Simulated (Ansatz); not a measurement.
**H-GaAs-Cl chair monolayer in a perpendicular field**

Wanted: the out-of-plane response of the H-GaAs-Cl chair monolayer. A positive field points along +c.

Calculated with Ansatz 0.2.0; plane-wave DFT, PBE-D3(BJ), Ansatz PAW (set soft_1); PAW set soft_1.

## (1) Set-up

The cell holds 4 atoms: 1 Cl, 1 As, 1 Ga and 1 H. Its edges and angles: a = 3.977 Å, b = 3.977 Å, c = 40.043 Å, α = 90.0°, β = 90.0°, γ = 120.0°. Vacuum lies along c.

## (2) Relaxing the slab

The starting cell is a guess, so the in-plane lattice and the atoms are relaxed first, with the slab cut off from its images along the normal.

File input.yaml:

```yaml
crystal:
  lattice:
    - [3.9765, 0.0, 0.0]
    - [-1.98825, 3.4437500181, 0.0]
    - [0.0, 0.0, 40.0433333313]
  atoms:
    - { symbol: Cl, position: [0.6666666667, 0.3333333333, 0.4432697911] }
    - { symbol: As, position: [0.6666666667, 0.3333333333, 0.4984600017] }
    - { symbol: Ga, position: [0.3333333333, 0.6666666667, 0.5185216016] }
    - { symbol: H, position: [0.3333333333, 0.6666666667, 0.5567302089] }
  periodic: [true, true, false]
kpoints:
  mp_grid: { grid: [12, 12, 1] }
hamiltonian:
  xc: pbe
  dispersion: d3bj
  pseudopotentials: { kind: paw, azcp: { folder: soft_1 } }
scf:
  occupations: { method: fermi_dirac, width: 0.05 }
  convergence: { dr2_threshold: 1.0e-09 }
relax:
  f_tol: 0.004
  max_steps: 90
  cell: {}
output:
  write_potential: true
  write_density: true
  volumetric_format: npy
```

Launch:

```console
$ ansatz run input.yaml --threads 2 --pin off --max-ram 3072MiB --backend cpu --events-out ev --progress --plain --runs-dir out
```

Numbers of over 12 decimals in the logs are rounded to 6 here.

What it wrote:

```text
Warning: relax.cell: scf.convergence.dr2_threshold = 1e-9 eV is looser than the 1.89117655383e-10 eV advised for a relaxation that steers and ends on the stress (1e-10 eV for each atom of the cell: 4, times the square of relax.cell.stress_2d_tol = 0.05 N/m over 14.5 Å (the atoms' height at the walk's start and 5 Å past either face), 3.438e-2 GPa, over a crystal's default 0.05). What an SCF threshold leaves in a stress goes as its square root, and in the free energy as the threshold itself, and one threshold admits the most on a small cell: [figures from the program's tests cut] Set scf.convergence.dr2_threshold to 1.89117655383e-10 eV or tighter. [rest of the remark cut]
Engine: ansatz 0.2.0, aarch64-unknown-linux-gnu
Pseudopotentials: kind: paw
Pseudopotential: Cl, paw, valence charge 7, recommended cutoff 420 eV (normal), soft_1/Cl.paw.azcp
Pseudopotential: As, paw, valence charge 15, recommended cutoff 420 eV (normal), soft_1/As.paw.azcp
Pseudopotential: Ga, paw, valence charge 13, recommended cutoff 420 eV (normal), soft_1/Ga.paw.azcp
Pseudopotential: H, paw, valence charge 1, recommended cutoff 420 eV (normal), soft_1/H.paw.azcp
Functional definition: PBE
  parameter kappa = 0.804
  parameter beta = 0.066725
  exchange = pbe_x(kappa = kappa, mu = beta*pi^2/3)
  correlation = pbe_c(beta = beta)
Crystal: 4 atoms, lattice volume = 548.356 Å³
Basis set: ecut = 420 eV, 10825 PW (Γ), exchange–correlation on 54×54×540 points (8 copies of the dense FFT grid, shifted against one another)
Bands: 22, of which v1, the nominal top of the filled ones, is band 18 counted from 1 (17 counted from 0)
Symmetry: 6 space group operations
Space group: P3m1 (ITA 156), of the structure as read, at distance tolerance 8.2e-5 Å
k-points: 19 of 144 (time reversal used)
Non-local potential: Cl, projectors of the file, l = 0: 2, l = 1: 2, l = 2: 1
Non-local potential: As, projectors of the file, l = 0: 2, l = 1: 2, l = 2: 3, l = 3: 1
Non-local potential: Ga, projectors of the file, l = 0: 2, l = 1: 2, l = 2: 3, l = 3: 1
Non-local potential: H, projectors of the file, l = 0: 2, l = 1: 1
PAW form: soft (Blöchl's): semilocal exchange-correlation on the pseudo side does not see the compensation charge
PAW one-centre angular grid: Cl, 110 points (default); XC on 64 Gauss nodes
PAW one-centre angular grid: As, 590 points (default); XC on 64 Gauss nodes
PAW one-centre angular grid: Ga, 590 points (default); XC on 64 Gauss nodes
PAW one-centre angular grid: H, 110 points (default); XC on 64 Gauss nodes
Initial density: superposition of atomic densities (neutral atoms: chi_scale 0, normalization atom)
Initial wavefunctions: pseudopotential atomic-orbital guess
Functional: x = pbe(κ = 0.804, μ = 0.219515), c = pbe(β = 0.066725)
SCF iter   1: F=—  HF=-9736.286926 eV  |F-HF|=—  |Δ(HF+E_count)|=         —  Δρ=1.90e-2  dr2=1.73e0  ethr=3.10e-3  ⟨swp⟩=11.4  Hψ=2860  notcnv=0
preconditioner: auto → Resta (q_TF=auto, 1.733 Å⁻¹)  ε∞=1.4  [insulator: Δε(μ)=1.744 eV  Ē_g=13.163 eV  σ=0.050 eV  W_gap=1.00  n_scr=22 (ndim 8)  ℏωp=8.1 eV  f_vac=0.809  D(μ)=0.00/eV (n_scr^D=0)  ε∞_Penn≈1.4  vacuum switching on, ρ_ref=1.3e-2 e/Å³]
SCF iter   2: F=—  HF=-9735.865715 eV  |F-HF|=—  |Δ(HF+E_count)|=   4.21e-1  Δρ=8.11e-3  dr2=2.92e-1  ethr=3.10e-3  ⟨swp⟩=4.5  Hψ=1022  notcnv=0
SCF iter   3: F=—  HF=-9735.839351 eV  |F-HF|=—  |Δ(HF+E_count)|=   2.64e-2  Δρ=2.84e-3  dr2=1.40e-1  ethr=8.12e-4  ⟨swp⟩=5.4  Hψ=1127  notcnv=0
SCF iter   4: F=—  HF=-9735.819228 eV  |F-HF|=—  |Δ(HF+E_count)|=   2.01e-2  Δρ=1.45e-3  dr2=5.85e-2  ethr=3.88e-4  ⟨swp⟩=4.8  Hψ=976  notcnv=0
SCF iter   5: F=—  HF=-9735.811401 eV  |F-HF|=—  |Δ(HF+E_count)|=   7.83e-3  Δρ=5.97e-4  dr2=9.00e-4  ethr=1.62e-4  ⟨swp⟩=3.3  Hψ=614  notcnv=0
SCF iter   6: F=—  HF=-9735.811825 eV  |F-HF|=—  |Δ(HF+E_count)|=   4.24e-4  Δρ=2.01e-4  dr2=1.10e-4  ethr=2.50e-6  ⟨swp⟩=2.9  Hψ=738  notcnv=0
SCF iter   7: F=—  HF=-9735.811888 eV  |F-HF|=—  |Δ(HF+E_count)|=   6.38e-5  Δρ=3.50e-5  dr2=5.17e-6  ethr=3.06e-7  ⟨swp⟩=2.2  Hψ=692  notcnv=0
SCF iter   8: F=—  HF=-9735.811883 eV  |F-HF|=—  |Δ(HF+E_count)|=   5.07e-6  Δρ=1.27e-5  dr2=9.41e-7  ethr=1.44e-8  ⟨swp⟩=3.3  Hψ=862  notcnv=0
SCF iter   9: F=—  HF=-9735.811891 eV  |F-HF|=—  |Δ(HF+E_count)|=   7.55e-6  Δρ=5.59e-6  dr2=1.20e-7  ethr=2.61e-9  ⟨swp⟩=3.3  Hψ=934  notcnv=0
SCF iter  10: F=—  HF=-9735.811891 eV  |F-HF|=—  |Δ(HF+E_count)|=   1.79e-7  Δρ=1.33e-6  dr2=9.32e-9  ethr=3.33e-10  ⟨swp⟩=2.3  Hψ=653  notcnv=0
SCF iter  11: F=-9735.811891 eV  HF=-9735.811891 eV  |F-HF|=2.29e-10  |Δ(HF+E_count)|=   1.87e-8  Δρ=1.92e-7  dr2=2.58e-10  ethr=2.78e-12  ⟨swp⟩=9.6  Hψ=3584  notcnv=0
SCF 1 converged in 11 iterations: F = -9735.811891 eV  dr2 = 2.58e-10
  greatest PAW one-centre occupation: 0.999 electrons in one spin orbital (limit 2), on the As atom at site 1 (counted from 0), in its partial waves of l = 2
relax step   1: F+E_penalty+E_count = -9735.81189096 eV  Δ(F+E_penalty+E_count) = +0.000e0 eV  max|allowed force component| = 5.176e-1 eV/Å  Δτ_max = 0.0000 Å  P = +1.227 N/m  Ω = 548.356 Å³  fix = [c, alpha, beta]  reactions: c +0.000 N/m  (11 SCF iters, accepted)
Crystal: 4 atoms, lattice volume = 558.899 Å³
Basis set: ecut = 420 eV, 10993 PW (Γ), exchange–correlation on 54×54×540 points (8 copies of the dense FFT grid, shifted against one another)
Initial density: handed on by an earlier stage of this run
Initial wavefunctions: those handed on with the density
iter 1 solved again at ethr=1.17e-5 eV; its pass at ethr=3.10e-3 eV (dr2=4.20e-3 eV) is discarded
SCF iter   1: F=—  HF=-9735.841433 eV  |F-HF|=—  |Δ(HF+E_count)|=         —  Δρ=9.71e-4  dr2=4.48e-3  ethr=1.17e-5  ⟨swp⟩=2.1  Hψ=3173  notcnv=0
preconditioner: auto → Resta (q_TF=auto, 1.727 Å⁻¹)  ε∞=1.4  [insulator: Δε(μ)=1.476 eV  Ē_g=13.159 eV  σ=0.050 eV  W_gap=1.00  n_scr=22 (ndim 8)  ℏωp=8.0 eV  f_vac=0.821  D(μ)=0.00/eV (n_scr^D=0)  ε∞_Penn≈1.4  vacuum switching on, ρ_ref=1.3e-2 e/Å³]
SCF iter   2: F=—  HF=-9735.840754 eV  |F-HF|=—  |Δ(HF+E_count)|=   6.79e-4  Δρ=5.19e-4  dr2=2.41e-3  ethr=1.17e-5  ⟨swp⟩=2.2  Hψ=566  notcnv=0
SCF iter   3: F=—  HF=-9735.840654 eV  |F-HF|=—  |Δ(HF+E_count)|=   1.00e-4  Δρ=2.70e-4  dr2=1.59e-3  ethr=6.70e-6  ⟨swp⟩=2.4  Hψ=517  notcnv=0
SCF iter   4: F=—  HF=-9735.840418 eV  |F-HF|=—  |Δ(HF+E_count)|=   2.36e-4  Δρ=8.37e-5  dr2=2.40e-5  ethr=4.43e-6  ⟨swp⟩=2.1  Hψ=463  notcnv=0
SCF iter   5: F=—  HF=-9735.840433 eV  |F-HF|=—  |Δ(HF+E_count)|=   1.43e-5  Δρ=2.65e-5  dr2=3.47e-6  ethr=6.66e-8  ⟨swp⟩=3.0  Hψ=739  notcnv=0
[...]
SCF iter   8: F=—  HF=-9735.843178 eV  |F-HF|=—  |Δ(HF+E_count)|=   4.57e-9  Δρ=8.44e-7  dr2=2.44e-9  ethr=9.60e-11  ⟨swp⟩=2.5  Hψ=702  notcnv=0
SCF iter   9: F=-9735.843178 eV  HF=-9735.843178 eV  |F-HF|=3.86e-10  |Δ(HF+E_count)|=   5.42e-9  Δρ=1.91e-7  dr2=1.57e-10  ethr=2.78e-12  ⟨swp⟩=10.9  Hψ=3075  notcnv=0
SCF 3 converged in 9 iterations: F = -9735.843178 eV  dr2 = 1.57e-10
relax step   3: F+E_penalty+E_count = -9735.84317799 eV  Δ(F+E_penalty+E_count) = -2.737e-3 eV  max|allowed force component| = 1.831e-1 eV/Å  Δτ_max = 0.0278 Å  P = -0.108 N/m  Ω = 569.281 Å³  energy of the carried Pulay correction = -7.662e-4 eV  fix = [c, alpha, beta]  reactions: c -0.000 N/m  (9 SCF iters, accepted)
[...]
relax step   4: F+E_penalty+E_count = -9735.84611037 eV  Δ(F+E_penalty+E_count) = -2.932e-3 eV  max|allowed force component| = 9.808e-2 eV/Å  Δτ_max = 0.0264 Å  P = -0.070 N/m  Ω = 573.262 Å³  energy of the carried Pulay correction = -9.088e-4 eV  fix = [c, alpha, beta]  reactions: c -0.000 N/m  (9 SCF iters, accepted)
[...]
relax step   5: F+E_penalty+E_count = -9735.84689748 eV  Δ(F+E_penalty+E_count) = -7.871e-4 eV  max|allowed force component| = 7.028e-3 eV/Å  Δτ_max = 0.0081 Å  P = -0.005 N/m  Ω = 570.611 Å³  energy of the carried Pulay correction = -8.140e-4 eV  fix = [c, alpha, beta]  reactions: c -0.000 N/m  (8 SCF iters, accepted)
[...]
relax step   6: F+E_penalty+E_count = -9735.84690042 eV  Δ(F+E_penalty+E_count) = -2.945e-6 eV  max|allowed force component| = 3.709e-3 eV/Å  Δτ_max = 0.0003 Å  P = -0.001 N/m  Ω = 570.566 Å³  energy of the carried Pulay correction = -8.124e-4 eV  fix = [c, alpha, beta]  reactions: c -0.000 N/m  (5 SCF iters, accepted)
Basis set: ecut = 420 eV, 11113 PW (Γ), exchange–correlation on 60×60×540 points (8 copies of the dense FFT grid, shifted against one another)
Initial wavefunctions: pseudopotential atomic-orbital guess (no wavefunctions were taken with the density)
iter 1 solved again at ethr=2.89e-6 eV; its pass at ethr=3.10e-3 eV (dr2=1.04e-3 eV) is discarded
SCF iter   1: F=—  HF=-9735.841508 eV  |F-HF|=—  |Δ(HF+E_count)|=         —  Δρ=1.35e-4  dr2=3.22e-6  ethr=2.89e-6  ⟨swp⟩=4.5  Hψ=4227  notcnv=0
eigensolver tolerance schedule: the retry pair's looser diagonalisation over-reported the residual by 322.63 of it (diagonalisation noise at 0.43 of the residual, at the tolerance the schedule requests for it); recorded, not acted on — ethr = c·dr2/N_el stays at c = 1.0e-1
preconditioner: auto → Resta (q_TF=auto, 1.721 Å⁻¹)  ε∞=1.4  [insulator: Δε(μ)=1.361 eV  Ē_g=13.104 eV  σ=0.050 eV  W_gap=1.00  n_scr=20 (ndim 8)  ℏωp=7.9 eV  f_vac=0.821  D(μ)=0.00/eV (n_scr^D=0)  ε∞_Penn≈1.4  vacuum switching on, ρ_ref=1.2e-2 e/Å³]
SCF iter   2: F=—  HF=-9735.845606 eV  |F-HF|=—  |Δ(HF+E_count)|=   4.10e-3  Δρ=6.83e-5  dr2=1.10e-6  ethr=8.93e-9  ⟨swp⟩=3.8  Hψ=1090  notcnv=0
SCF iter   3: F=—  HF=-9735.847487 eV  |F-HF|=—  |Δ(HF+E_count)|=   1.88e-3  Δρ=1.95e-5  dr2=3.02e-7  ethr=3.07e-9  ⟨swp⟩=2.8  Hψ=731  notcnv=0
SCF iter   4: F=—  HF=-9735.847769 eV  |F-HF|=—  |Δ(HF+E_count)|=   2.82e-4  Δρ=3.63e-6  dr2=1.74e-7  ethr=8.40e-10  ⟨swp⟩=2.9  Hψ=757  notcnv=0
SCF iter   5: F=—  HF=-9735.847783 eV  |F-HF|=—  |Δ(HF+E_count)|=   1.39e-5  Δρ=1.61e-6  dr2=5.14e-8  ethr=4.84e-10  ⟨swp⟩=2.3  Hψ=519  notcnv=0
SCF iter   6: F=—  HF=-9735.847785 eV  |F-HF|=—  |Δ(HF+E_count)|=   1.99e-6  Δρ=6.89e-7  dr2=6.09e-9  ethr=1.43e-10  ⟨swp⟩=2.0  Hψ=503  notcnv=0
SCF iter   7: F=-9735.847786 eV  HF=-9735.847786 eV  |F-HF|=1.25e-7  |Δ(HF+E_count)|=   1.13e-6  Δρ=1.69e-7  dr2=3.33e-10  ethr=2.78e-12  ⟨swp⟩=14.8  Hψ=3645  notcnv=0
SCF 7 converged in 7 iterations: F = -9735.847786 eV  dr2 = 3.33e-10
relax step   7: F+E_penalty+E_count = -9735.84778601 eV  Δ(F+E_penalty+E_count) = -8.856e-4 eV  max|allowed force component| = 3.949e-3 eV/Å  Δτ_max = 0.0000 Å  P = +0.003 N/m  Ω = 570.566 Å³  fix = [c, alpha, beta]  reactions: c +0.000 N/m  stress off target by 3.04e-3 N/m on what of the cell is left free  SCF on the basis re-selected at this cell (its energy is not comparable with the rows above)  (7 SCF iters)
basis re-selected at this cell: Δ(F+E_penalty+E_count) = -8.856e-4 eV, ΔP = +0.004 N/m vs the last step (what re-selecting the basis moved, of the pressure what is left beyond the Pulay correction that the steps carried, after the strain that the cell walked since its last selection, with what the two solves' SCF thresholds leave and, on support functions, any second-order correction that the steps lacked; it is no measure of the basis error at this ecutwfc). The dense FFT grid was sized anew with the basis: this SCF ran on 30×30×270 points, the steps before it on 27×27×270, so part of this shift can come from that change (see relax.cell in the input reference). [rest of the remark cut]
WARN: The output density's exchange-correlation potential varies sharply where the density is thin. Do not read a vacuum level from v_tot or v_xc, or from such a field of the output density. On a cell that repeats whose density bears no net charge and no dipole along the vacuum's axis use v_es (v_loc + v_h of the components); under efield.dipole_correction with no amplitude use v_es + v_field, which holds any externa [...]
SCF converged after 7 iterations
Free energy (F): -9735.847786 eV
Harris-Foulkes:  -9735.847786 eV  (|F-HF|=1.25e-7)
Internal energy: -9735.847786 eV  (E = F + TS)
E sigma→0 (E₀):  -9735.847786 eV
Entropy (-TS):   -0.000000 eV (-0.000 meV/atom)
Fermi energy:    -5.075971 eV
--- Per-component energies (eV) ---
  E_band       = -794.666910
  E_kinetic    = 373.509309
  E_local      = -75251.756644  (includes V_loc(G=0)·N_el)
  E_nonlocal   = -453.943202
  E_hartree    = 37658.183292
  E_xc         = -248.762410
  E_vxc        = -255.806896  (∫ρ·V_xc dr)
  E_paw        = -4664.629344  (= ΣΔE_a)
  E_vpaw       = -523.035695  (= ΣTr[D̂ρ^β])
  E_aug_tail   = -0.001013  (compensation charges beyond the density's cutoff)
  E_ewald      = 32852.061977
  E_disp       = -0.509752  (pairwise vdW)
  E_smearing   = -0.000000  (= −TS)
  E_closure    = 0.000000  (closes the sum)
  Σ components = -9735.847786   (vs F -9735.847786, Δ=0.00e0)
--- Forces (eV/Å), atoms counted from 1 ---
  atom   1  Cl    -0.00000000    -0.00000000     0.00394861
  atom   2  As     0.00000000     0.00000000    -0.00363661
  atom   3  Ga     0.00000000     0.00000000     0.00076529
  atom   4  H      0.00000000    -0.00000000    -0.00107717
  max |Σ_I F_I| component: 1.32e-7 eV/Å
--- 2D stress c σ (N/m, compression-positive) ---
        0.003038      -0.000000      -0.000000
       -0.000000       0.003038      -0.000000
       -0.000000      -0.000000       0.000000
  P = ½ c Tr σ = 0.0030 N/m
--- Band table (eV; the first three rows and the last of 19) ---
  k-point 0: bands = [... 14 lower, -8.1508, -8.1508, -5.7822, -5.7822, -4.4210, -3.0978, -1.1003, -1.1003]
  k-point 1: bands = [... 14 lower, -8.3067, -8.1818, -6.3070, -5.8847, -3.8247, -3.0763, -1.2763, -0.8726]
  k-point 2: bands = [... 14 lower, -8.5998, -8.2672, -6.9455, -6.1261, -3.2709, -2.9538, -1.2205, -0.3047]
  k-point 18: bands = [... 14 lower, -9.6625, -8.8811, -7.7692, -7.3470, -3.2472, -0.8167, -0.3664, 0.8770]
  the weakly bound empty levels are not read free of the cell's end (no_gap_told)
--- Relaxed structure (6 steps of the walk, 6 accepted, 1 SCFs on fresh bases) ---
  F+E_penalty+E_count = -9735.84778601 eV   max|allowed force component| = 3.949e-3 eV/Å   (the final SCF, on the basis selected at the relaxed cell)
  cell:  # Å, volume = 570.5662 Å³
    - [4.056230, 0, 0]
    - [-2.028115, 3.512798, 0]
    - [0, 0, 40.0433333313]
  atoms:
    - { symbol: Cl, position: [0.666667, 0.333333, 0.443769] }
    - { symbol: As, position: [0.666667, 0.333333, 0.498267] }
    - { symbol: Ga, position: [0.333333, 0.666667, 0.517890] }
    - { symbol: H, position: [0.333333, 0.666667, 0.557056] }
```

Elapsed: 1.7 min, on 2 threads of Arm Neoverse V1, shared host; peak memory 0.78 GiB; 3.3 min of CPU time.

Relaxation path:

```csv
step,energy less that of the first step (eV),largest force component (eV/Å),volume (Å³)
1,0.0000,0.5176,548.36
2,-0.0286,0.1596,558.90
3,-0.0313,0.1831,569.28
4,-0.0342,0.0981,573.26
5,-0.0350,0.0070,570.61
6,-0.0350,0.0037,570.57
7*,-0.0359,0.0039,570.57
```

Relaxation steps marked * repeat the geometry before them on a plane-wave basis chosen anew for their cell, so energy and pressure can jump there.

Forces are held to the 6 operations that the run works with; a distortion that breaks them can't arise in this run.

| cell as run | before | after | change |
| --- | --- | --- | --- |
| a (Å) | 3.977 | 4.056 | +2.0 % |
| b (Å) | 3.977 | 4.056 | +2.0 % |

The atoms that moved most (Å, along periodic axes as changes of fractional coordinates times the final cell, across vacuum about the mean position):

| atom | dx | dy | dz | length |
| --- | --- | --- | --- | --- |
| Ga3 | 0.000 | 0.000 | -0.025 | 0.025 |
| Cl1 | 0.000 | 0.000 | 0.020 | 0.020 |
| H4 | 0.000 | 0.000 | 0.013 | 0.013 |
| As2 | 0.000 | 0.000 | -0.008 | 0.008 |

The lattice constant a goes from 3.977 to 4.056 Å.

[end of part 1 of 2]

[Logs are printed without paths, hosts, clocks, repeated set-up lines and the standing remarks that a program may print on its own settings, such as how far it seeks lower states.]

[Hosts, paths, dates, database ids (printed as entryN), source tags and the programs' standing remarks are cut or masked in the printed files.]

[Maps of the electrostatic potential energy from Ansatz leave out the sawtooth potential of an applied field or a dipole correction, so their vacuum need not be flat; planar profiles and work functions include it.]
